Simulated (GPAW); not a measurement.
### SiC (P6_3mc): G0W0 with GPAW, start to end

The structure is hexagonal, space group P6_3mc (No. 186). Conventional cell: a = 3.076 Å, b = 3.076 Å, c = 10.071 Å, α = 90.00°, β = 90.00°, γ = 120.00°. Si has 4 C at 1.88 to 1.89 Å nearest. Nearest to Si lie 4 C at 1.88 to 1.89 Å. Nearest to C lie 4 Si at 1.88 to 1.89 Å. C has 4 Si at 1.88 to 1.89 Å nearest. Farther neighbours, and contacts between anions beyond the nearest, are not listed.

* method: DFT, PBE, plane waves, PAW (and 1 further level or step)
* program: GPAW 26.7.0
* settings: cutoff 600 eV, GPAW PAW setups 1.2.1 data release, 3×3×2 k-mesh, nbands 108
* cost: 4 runs, 1.9 min in all on 4 MPI ranks of Intel Xeon Platinum 8375C at 2.90GHz (Ice Lake), shared host
* notes: The cell and positions are those that the Materials Project relaxed with its own functionals (PBE, PBE+U or r2SCAN), kept fixed. The 3×3×2 mesh is coarse for this cell, which bears on the long-range parts of exchange and screening.
* PBE gap: 2.22 eV, indirect
* G0W0 gap on the mesh: 3.70 eV
* G0W0 gap over the zone (rigid shift): 2.92 eV
* GW settings: 3×3×2 mesh, 98 bands, screening to 65 eV, Godby-Needs plasmon pole
* known limits: short of the basis limit; coarse k mesh

G0W0 moves the gap on the mesh from 3.00 eV to 3.70 eV (+0.70 eV), with Z of 0.80 and 0.82 at the edges. The mesh misses the band edges by 0.78 eV in all; a rigid shift gives 2.92 eV for the zone.

[Paths, hosts, dates, memory and timing lines, banners, echoed tables and standing remarks are left out of the program output; an Ansatz launch command may be rebuilt from the run's recorded settings. Measured values are a selection of at most five: reports struck by readers or far from the other reports are left out. None is set beside runs whose start may be inverted or whose files or cutoffs have a known fault.]

[Runs of the session that timed out or met a known fault of the program may be left out.]

[Hosts, paths, dates, database ids (printed as entryN), source tags and the programs' standing remarks are cut or masked in the printed files.]

[Where the starting crystal was built by hand or by swapping elements, it need not be the compound's stable phase.]
